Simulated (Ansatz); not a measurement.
# Ta2N(OH)2 MXene monolayer in a perpendicular field, part 3 of 3

Wanted: the out-of-plane response of the Ta2N(OH)2 MXene monolayer. A positive field points along +c.

Ansatz 0.2.0; plane-wave DFT, PBE-D3(BJ), Ansatz PAW (set soft_1); PAW set soft_1 (the session's first sound run).

So far. Step 8 (Atoms held, field 0.3 V/Å): The dipole is 0.174 e·Å. Step 9 (Response, atoms held): The induced dipole is that of a conductor 11.51 Å thick.

## (10) With spin-orbit coupling, k-mesh 12×12×1

This step: plane-wave DFT, PBE, fully relativistic PAW with spin-orbit coupling; PAW set soft_1 (Ansatz 0.2.0).

Heavy atoms split their bands by spin-orbit coupling, so this run uses fully relativistic files and two-component states.

input.yaml reads:

```yaml
crystal:
  lattice:
    - [3.2424174675, 0.0, 0.0]
    - [-1.6212087338, 2.8080158965, 0.0]
    - [0.0, 0.0, 24.6369789533]
  atoms:
    - { symbol: H, position: [0.3333333333, 0.6666666667, 0.3653045293] }
    - { symbol: O, position: [0.3333333333, 0.6666666667, 0.405210983] }
    - { symbol: Ta, position: [0.6666666667, 0.3333333333, 0.4576889833] }
    - { symbol: "N", position: [0.0, 0.0, 0.5] }
    - { symbol: Ta, position: [0.3333333333, 0.6666666667, 0.5423110167] }
    - { symbol: O, position: [0.6666666667, 0.3333333333, 0.594789017] }
    - { symbol: H, position: [0.6666666667, 0.3333333333, 0.6346954707] }
kpoints:
  mp_grid: { grid: [12, 12, 1] }
  band_path: { path: [[0, 0, 0], [0.12, 0, 0]], npoints: 24 }
hamiltonian:
  xc: pbe
  pseudopotentials: { kind: paw_fr, azcp: { folder: soft_1 } }
magnetization:
  noncollinear: true
  spin_orbit: true
scf:
  occupations: { method: fermi_dirac, width: 0.02585 }
  convergence: { dr2_threshold: 1.0e-09 }
efield:
  axis: 3
  dipole_correction: true
  ramp_position: 0.97
  ramp_width: 0.06
  amplitude: 0
output:
  write_potential: true
  write_density: true
  volumetric_format: npy
```

The run is started by

```sh
$ ansatz run input.yaml --threads 4 --pin off --max-ram 6144MiB --backend cpu --events-out ev --progress --plain --runs-dir out
```

Numbers of over 12 decimals in the logs are rounded to 6 here.

Output:

```text
[...]
non-collinear run that drives no moment, with spin-orbit: no starting moment large enough to seed its density (crystal.atoms[].spin), no starting occupations that ask for one, no magnetisation constraint and no magnetic field, so the semilocal B_xc is pinned to zero
Crystal: 7 atoms, lattice volume = 224.314 Å³
Basis set: ecut = 420 eV, 4487 PW (Γ)
Bands: 60, of which v1, the nominal top of the filled ones, is band 45 counted from 1 (44 counted from 0)
Symmetry: 6 space group operations + 6 with time reversal
k-points: 19 of 144 (time reversal used)
Projection manifold: j_resolved (fully-relativistic pseudo-atomic orbitals)
[...]
SCF iter   1: F=—  HF=-21469.778438 eV  |F-HF|=—  |Δ(HF+E_count)|=         —  Δρ=8.25e-2  dr2=2.28e1  dr2_m=0.00e0 (ungated)  ethr=3.10e-3  |M|=0.00e0 ∫|m|=0.00e0 μB  |m|>n=0.0e0 m-floor=0.0e0 τ_xc=0.0e0  β_m=1.00  p=-0.000 e·Å  D=-1.40e-15 V/Å  ΔV_dip=0.00 eV  dr2_dipole=1.52e-8  V_vac-E_F(+/−)=5.73/5.73 eV  ⟨swp⟩=8.4  Hψ=6242  notcnv=0  defer=35
[...]
spin=Noncollinear: LDOS preconditioning applied to the charge; magnetization (m_x, m_y, m_z) channels mix plain (no charge-response kernel on spin).
SCF iter   2: F=—  HF=-21485.895309 eV  |F-HF|=—  |Δ(HF+E_count)|=    1.61e1  Δρ=1.29e-1  dr2=5.51e2  dr2_m=0.00e0 (ungated)  ethr=3.10e-3  |M|=0.00e0 ∫|m|=0.00e0 μB  |m|>n=0.0e0 m-floor=0.0e0 τ_xc=0.0e0  β_m=0.26  p=0.000 e·Å  D=2.97e-4 V/Å  ΔV_dip=-0.01 eV  dr2_dipole=7.62e-4  V_vac-E_F(+/−)=-2.17/-2.17 eV  ⟨swp⟩=18.8  Hψ=12863  notcnv=0  defer=137  recentre
[...]
SCF iter  17: F=-21464.076279 eV  HF=-21464.076279 eV  |F-HF|=2.55e-10  |Δ(HF+E_count)|=  3.64e-10  Δρ=1.52e-7  dr2=3.87e-10  dr2_m=0.00e0 (ungated)  ethr=2.22e-12  |M|=0.00e0 ∫|m|=0.00e0 μB  |m|>n=0.0e0 m-floor=0.0e0 τ_xc=0.0e0  p=0.000 e·Å  D=1.43e-6 V/Å  ΔV_dip=-0.00 eV  dr2_dipole=6.40e-11  V_vac-E_F(+/−)=2.78/2.78 eV  ⟨swp⟩=26.9  Hψ=7382  notcnv=0
SCF 1 converged in 17 iterations: F = -21464.076279 eV  dr2 = 3.87e-10
[...]
SCF converged after 17 iterations
Magnetization: |M| = 0.0000 μB,  M = (+0.0000, +0.0000, +0.0000) μB
Absolute magnetization: 0.0000 μB (∫|m|)
  site 0: m = (+0.0000, +0.0000, +0.0000) μB, |m| = 0.0000 μB  (R = 0.41 Å)
  site 1: m = (+0.0000, +0.0000, +0.0000) μB, |m| = 0.0000 μB  (R = 0.41 Å)
  site 2: m = (+0.0000, +0.0000, +0.0000) μB, |m| = 0.0000 μB  (R = 0.88 Å)
  site 3: m = (+0.0000, +0.0000, +0.0000) μB, |m| = 0.0000 μB  (R = 0.88 Å)
  site 4: m = (+0.0000, +0.0000, +0.0000) μB, |m| = 0.0000 μB  (R = 0.88 Å)
  site 5: m = (+0.0000, +0.0000, +0.0000) μB, |m| = 0.0000 μB  (R = 0.41 Å)
  site 6: m = (+0.0000, +0.0000, +0.0000) μB, |m| = 0.0000 μB  (R = 0.41 Å)
Free energy (F): -21464.076279 eV
[...]
Internal energy: -21464.069287 eV  (E = F + TS)
E sigma→0 (E₀):  -21464.072783 eV
Entropy (-TS):   -0.006992 eV (-0.999 meV/atom)
Fermi energy:    2.637419 eV
Dipole field:    D = -0.000009 V/Å  (p = -0.000011 e·Å, saw-weighted, corrected)
Work function:   Φ+ = 2.7831 eV   Φ− = 2.7829 eV
[...]
--- Band table (eV; the first three rows and the last of 19) ---
  k-point 0: bands = [... 41 lower, 0.3837, 0.4114, 0.4114, 1.8144, 1.8144, 2.2680, 2.2680, 2.4107, ... 11 higher]
  k-point 1: bands = [... 41 lower, 0.2124, 0.5757, 0.5757, 1.9940, 1.9940, 2.4017, 2.4017, 2.4510, ... 11 higher]
  k-point 2: bands = [... 41 lower, -0.2132, 1.0381, 1.0381, 2.0871, 2.0871, 2.6329, 2.6329, 2.8141, ... 11 higher]
  k-point 18: bands = [... 41 lower, 1.0136, 1.1752, 1.1752, 1.6450, 1.6450, 4.4682, 4.4682, 4.6769, ... 11 higher]
```

It took 65 s on 4 threads of Arm Neoverse V1, shared host; peak memory 1.5 GiB.

Numbers from this step:

| Property | Result |
| --- | --- |
| energy at zero smearing | -21464.0728 eV |
| work function, upper face | 2.783 eV |
| dipole along the normal | -1.08e-5 e·Å |

The electronic bands at the labelled points (eV, zero at the Fermi level):

| point | band 47 | band 48 | band 49 | band 50 | band 51 | band 52 | band 53 | band 54 |
| --- | --- | --- | --- | --- | --- | --- | --- | --- |
| Γ | -0.37 | -0.37 | -0.23 | -0.23 | 0.13 | 0.13 | 1.75 | 1.75 |
| halfway | -0.27 | -0.27 | -0.22 | -0.22 | 0.23 | 0.23 | 1.68 | 1.68 |
| end | -0.15 | -0.15 | -0.08 | -0.08 | 0.56 | 0.56 | 1.53 | 1.53 |

The work function of the upper face is 2.78 eV.

## (11) With spin-orbit coupling, k-mesh 12×12×1, field 0.1 V/Å

The same in a field along the normal.

Edit input.yaml of step 10 so:

```diff
@@ -28,5 +28,5 @@
   dipole_correction: true
-  ramp_position: 0.97
-  ramp_width: 0.06
-  amplitude: 0
+  ramp_position: 0.9192
+  ramp_width: 0.1615
+  amplitude: 0.1
 output:
```

Output:

```text
[...]
Crystal: 7 atoms, lattice volume = 224.314 Å³
Basis set: ecut = 420 eV, 4487 PW (Γ)
Bands: 60, of which v1, the nominal top of the filled ones, is band 45 counted from 1 (44 counted from 0)
Symmetry: 6 space group operations + 6 with time reversal
k-points: 19 of 144 (time reversal used)
[...]
k-point 0: bands = [... 41 lower, 0.3812, 0.4089, 0.4089, 1.8118, 1.8118, 2.2648, 2.2648, 2.4084, ... 11 higher]
  k-point 1: bands = [... 41 lower, 0.2099, 0.5731, 0.5732, 1.9908, 1.9919, 2.3934, 2.4021, 2.4435, ... 11 higher]
  k-point 2: bands = [... 41 lower, -0.2157, 1.0355, 1.0357, 2.0843, 2.0849, 2.6285, 2.6314, 2.8098, ... 11 higher]
  k-point 18: bands = [... 41 lower, 1.0118, 1.1720, 1.1733, 1.6424, 1.6425, 4.4651, 4.4662, 4.6735, ... 11 higher]
[key lines of the parts left out:]
SCF converged after 19 iterations
Magnetization: |M| = 0.0000 μB,  M = (+0.0000, +0.0000, +0.0000) μB
Free energy (F): -21464.079208 eV
Fermi energy:    2.635044 eV
Dipole field:    D = 0.047269 V/Å  (p = 0.058596 e·Å, saw-weighted, corrected)
```

It took 68 s on 4 threads; peak memory 1.5 GiB; 4.5 min of CPU time.

Numbers from this step:

- energy at zero smearing: -21464.0757 eV
- dipole along the normal: 0.05860 e·Å

The dipole is 0.0586 e·Å.

## (12) The same run with other settings

This step: plane-wave DFT, PBE-D3(BJ), Ansatz PAW (set soft_1) (Ansatz 0.2.0).

An input spoilt on purpose, to show how the run answers: it repeats the earlier run at 0.05 V/Å with efield.amplitude from 0.05 to 5.0, and scf.max_iter set to 75.

input.yaml, the sections that differ from step 11:

```yaml
kpoints:
  mp_grid: { grid: [18, 18, 1] }
  band_path:
    path: [[0, 0, 0], [0.5, 0, 0], [0.33333333, 0.33333333, 0], [0, 0, 0]]
    npoints: 16
hamiltonian:
  xc: pbe
  dispersion: d3bj
  pseudopotentials: { kind: paw, azcp: { folder: soft_1 } }
scf:
  occupations: { method: fermi_dirac, width: 0.02585 }
  convergence: { dr2_threshold: 1.0e-10 }
  max_iter: 75
efield:
  axis: 3
  dipole_correction: true
  ramp_position: 0.97
  ramp_width: 0.06
  amplitude: 5.0
# crystal, output: as in step 11
# magnetization: removed
```

Output:

```text
[...]
Crystal: 7 atoms, lattice volume = 224.314 Å³
Basis set: ecut = 420 eV, 4487 PW (Γ)
Bands: 30, of which v1, the nominal top of the filled ones, is band 23 counted from 1 (22 counted from 0)
Symmetry: 6 space group operations
k-points: 37 of 324 (time reversal used)
[...]
SCF iter   1: F=—  HF=-21432.128815 eV  |F-HF|=—  |Δ(HF+E_count)|=         —  Δρ=8.45e-2  dr2=3.05e1  ethr=3.10e-3  p=2.082 e·Å  D=1.68e0 V/Å  ΔV_dip=-41.38 eV  dr2_dipole=2.08e0  V_vac-E_F(+/−)=43.30/1.95 eV  ⟨swp⟩=14.4  Hψ=9294  notcnv=0
[...]
SCF iter  16: F=-21425.853156 eV  HF=-21425.853156 eV  |F-HF|=1.09e-11  |Δ(HF+E_count)|=  1.71e-10  Δρ=5.15e-8  dr2=1.09e-11  ethr=1.00e-12  p=2.140 e·Å  D=1.73e0 V/Å  ΔV_dip=-42.54 eV  dr2_dipole=4.59e-15  V_vac-E_F(+/−)=38.82/-1.38 eV  ⟨swp⟩=28.3  Hψ=10984  notcnv=0
[...]
SCF 1 converged in 16 iterations: F = -21425.853156 eV  dr2 = 1.09e-11
[...]
SCF converged after 16 iterations
Free energy (F): -21425.853156 eV
[...]
Internal energy: -21425.847670 eV  (E = F + TS)
E sigma→0 (E₀):  -21425.850413 eV
Entropy (-TS):   -0.005486 eV (-0.784 meV/atom)
Fermi energy:    0.556055 eV
Dipole field:    D = 1.726513 V/Å  (p = 2.140248 e·Å, saw-weighted, corrected)
Work function:   not extracted (applied field tilts the vacuum); planar V_es + V_field profile in the machine report
[...]
--- Band table (eV; the first three rows and the last of 37) ---
  k-point 0: bands = [... 19 lower, -4.6424, -1.7098, -1.7098, -0.6924, 0.0306, 0.5245, 1.8633, 2.3811, ... 3 higher]
  k-point 1: bands = [... 19 lower, -4.6975, -1.7900, -1.6262, -0.6236, 0.0347, 0.6917, 1.8948, 2.2377, ... 3 higher]
  k-point 2: bands = [... 19 lower, -4.8353, -2.0008, -1.3948, -0.4423, 0.0425, 1.0644, 1.9248, 2.1241, ... 3 higher]
  k-point 36: bands = [... 19 lower, -5.6858, -1.0114, -0.9804, -0.4126, 2.5244, 2.5584, 3.1340, 4.0356, ... 3 higher]
```

It took 23 s on 4 threads; peak memory 0.62 GiB.

| quantity | this run | earlier run | difference |
| --- | --- | --- | --- |
| dipole along the normal (e·Å) | 2.140 | 0.02895 | 2.1 |

The applied field differs between the two, so the dipoles differ in any case.

In so strong a field the program warns of density in the ramp of the sawtooth; these numbers are not the system's.

## (13) The same run with other settings

Another changed input: it repeats the earlier run at 0.05 V/Å with basis.ecutwfc to 250 eV.

Edit input.yaml of step 12 so:

```diff
@@ -25,3 +25,2 @@
   convergence: { dr2_threshold: 1.0e-10 }
-  max_iter: 75
 efield:
@@ -31,3 +30,3 @@
   ramp_width: 0.06
-  amplitude: 5.0
+  amplitude: 0.05
 output:
@@ -36 +35,3 @@
   volumetric_format: npy
+basis:
+  ecutwfc: "250 eV"
```

Output:

```text
Warning: basis.ecutwfc = 250 eV is below the records' recommended 420 eV, and the density's cutoff is lower with it unless basis.ecutrho_ratio is high enough to keep the records' density cutoff: compare with a run at a higher cutoff
Warning: basis.ecutrho_ratio 4 (ecutrho = 1000 eV, dense FFT grid 18×18×128): the grid does not resolve the core-correction charge of O (measure 0.11 e/Å^2.5); warned from 0.08. The energy and each atom's force then go with where the atoms sit on the grid: [figures from the program's tests cut] If this deck is also warned that a cutoff or its ratio is below what is recommended, mend that before anything below. First try basis.xc_grid, which is 1 on this run (the dense grid itself), where it is not refused (2, then 3). Above 1 the core-correction charge is laid on the exchange–correlation grid, and this warning is never given, whether or not the level is enough: [rest of the remark cut]
[...]
Crystal: 7 atoms, lattice volume = 224.314 Å³
Basis set: ecut = 250 eV, 1977 PW (Γ)
Bands: 30, of which v1, the nominal top of the filled ones, is band 23 counted from 1 (22 counted from 0)
Symmetry: 6 space group operations
k-points: 37 of 324 (time reversal used)
[...]
SCF iter   1: F=—  HF=-21420.535909 eV  |F-HF|=—  |Δ(HF+E_count)|=         —  Δρ=7.22e-2  dr2=1.96e1  ethr=3.10e-3  p=0.019 e·Å  D=1.53e-2 V/Å  ΔV_dip=-0.38 eV  dr2_dipole=8.74e-5  V_vac-E_F(+/−)=6.01/5.26 eV  ⟨swp⟩=9.3  Hψ=5749  notcnv=0
[...]
SCF iter  16: F=-21415.682664 eV  HF=-21415.682664 eV  |F-HF|=4.73e-11  |Δ(HF+E_count)|=  2.18e-10  Δρ=1.11e-7  dr2=4.21e-11  ethr=1.00e-12  p=0.029 e·Å  D=2.31e-2 V/Å  ΔV_dip=-0.57 eV  dr2_dipole=2.65e-12  V_vac-E_F(+/−)=3.09/2.54 eV  ⟨swp⟩=14.7  Hψ=5540  notcnv=0
SCF 1 converged in 16 iterations: F = -21415.682664 eV  dr2 = 4.21e-11
[...]
SCF converged after 16 iterations
Free energy (F): -21415.682664 eV
[...]
Internal energy: -21415.674879 eV  (E = F + TS)
E sigma→0 (E₀):  -21415.678772 eV
Entropy (-TS):   -0.007786 eV (-1.112 meV/atom)
Fermi energy:    2.621042 eV
Dipole field:    D = 0.023102 V/Å  (p = 0.028638 e·Å, saw-weighted, corrected)
Work function:   not extracted (applied field tilts the vacuum); planar V_es + V_field profile in the machine report
[...]
--- Band table (eV; the first three rows and the last of 37) ---
  k-point 0: bands = [... 19 lower, -2.7156, 0.3531, 0.3531, 1.7238, 2.2361, 2.3617, 2.7477, 4.3186, ... 3 higher]
  k-point 1: bands = [... 19 lower, -2.7939, 0.2657, 0.4376, 1.8257, 2.3365, 2.3598, 2.8167, 4.2809, ... 3 higher]
  k-point 2: bands = [... 19 lower, -2.9503, 0.0406, 0.6640, 2.0093, 2.4151, 2.4906, 3.0924, 4.1444, ... 3 higher]
  k-point 36: bands = [... 19 lower, -3.9580, 1.0354, 1.0360, 1.5912, 4.5238, 4.5241, 5.1436, 6.1500, ... 3 higher]
```

Run time: 8.6 s. Hardware: 4 threads; peak memory 0.4 GiB; 33 s of CPU time.

| quantity | this run | earlier run | difference |
| --- | --- | --- | --- |
| dipole along the normal (e·Å) | 0.02864 | 0.02895 | -3.1e-4 |

It moves by -0.000311 e·Å.

The change shows in the results, which are not taken further.

## (14) What came out

```
gap without field                          : none
work function, upper face                  : 2.78 eV
equivalent conductor thickness, atoms held : 11.5 Å
```

What this shows: The induced dipole equals that of a perfect conductor 11.51 Å thick, while the outer atoms lie 6.64 Å apart. There is no gap over 0.03 eV, with or without the field. The main runs have no spin polarisation; a magnetic state could lie lower and would change these results. The field series itself is without spin-orbit coupling. In 3 runs of the series (0.2 V/Å, 0.3 V/Å and response) the program warns that electrons reach the sawtooth's ramp, which makes dipole and work function less sure. The MXene's terminations sit over the metal atoms of its far layer; the site over carbon or nitrogen, which some compounds prefer, was not run.

[Logs are printed without paths, hosts, clocks, repeated set-up lines and the standing remarks that a program may print on its own settings, such as how far it seeks lower states.]

[Hosts, paths, dates, database ids (printed as entryN), source tags and the programs' standing remarks are cut or masked in the printed files.]

[Maps of the electrostatic potential energy from Ansatz leave out the sawtooth potential of an applied field or a dipole correction, so their vacuum need not be flat; planar profiles and work functions include it.]
